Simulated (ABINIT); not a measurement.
Planning a run of ABINIT 10.8.3 on InSe (R3m). The input:

```
acell 3*1.0 Angstrom
rprim 
  2.000000000018 1.154700538390 8.440000000000
  -2.000000000018 1.154700538390 8.440000000000
  0.000000000000 -2.309401076779 8.440000000000
ntypat 2
znucl 49 34
natom 4
typat 1 1 2 2
xred 
  0.000000000000 0.000000000000 0.000000000000
  0.111400000000 0.111400000000 0.111400000000
  0.616500000000 0.616500000000 0.616500000000
  0.828100000000 0.828100000000 0.828100000000
pp_dirpath "pseudos"
pseudos "In.upf, Se.upf"
ecut 39
ngkpt 4 4 4
nshiftk 1
shiftk 0 0 0
kptopt 1
chksymbreak 0
istwfk *1
occopt 1
irdwfk 1
optdriver 4
nband 101
gwcalctyp 0
ecutsigx 39
symsigma 0
nkptgw 2
kptgw 
  0.5000000000 0.5000000000 0.5000000000
  0.0000000000 0.0000000000 0.0000000000
bdgw 
  27 31
  28 31
ecuteps 4
irdscr 1
ppmodel 1
indata_prefix "in"
outdata_prefix "out"
tmpdata_prefix "tmp"
```

The database entry behind the starting cell differs from later determinations by our own check (c about 1.5 % long), so it need not match the best structure at ambient conditions.

```sh
OMP_NUM_THREADS=1 mpirun -n 16 abinit run.abi > log
```

Q: Estimate wall time and host memory on 16 MPI ranks of Arm Neoverse N1, shared host.

It took 2.1 min; on shared hardware allow 62 s to 4.2 min. Peak host memory was 15 GiB.

[Paths, hosts, dates, memory and timing lines, banners, echoed tables and standing remarks are left out of the program output.]

[Logs are printed without paths, hosts, clocks, repeated set-up lines and the standing remarks that a program may print on its own settings, such as how far it seeks lower states.]

[Runs of the session that timed out or met a known fault of the program may be left out.]

[Hosts, paths, dates, database ids (printed as entryN), source tags and the programs' standing remarks are cut or masked in the printed files.]

[G0W0 gaps are taken among the corrected bands and points alone; a level outside them can change the order at an edge.]

[Where Ansatz stands beside ABINIT at settings called matched, ABINIT's density can come from a denser mesh and the files from another edition; pairs whose starting gaps differed by over 0.03 eV were left out, so agreement reads better than it is.]
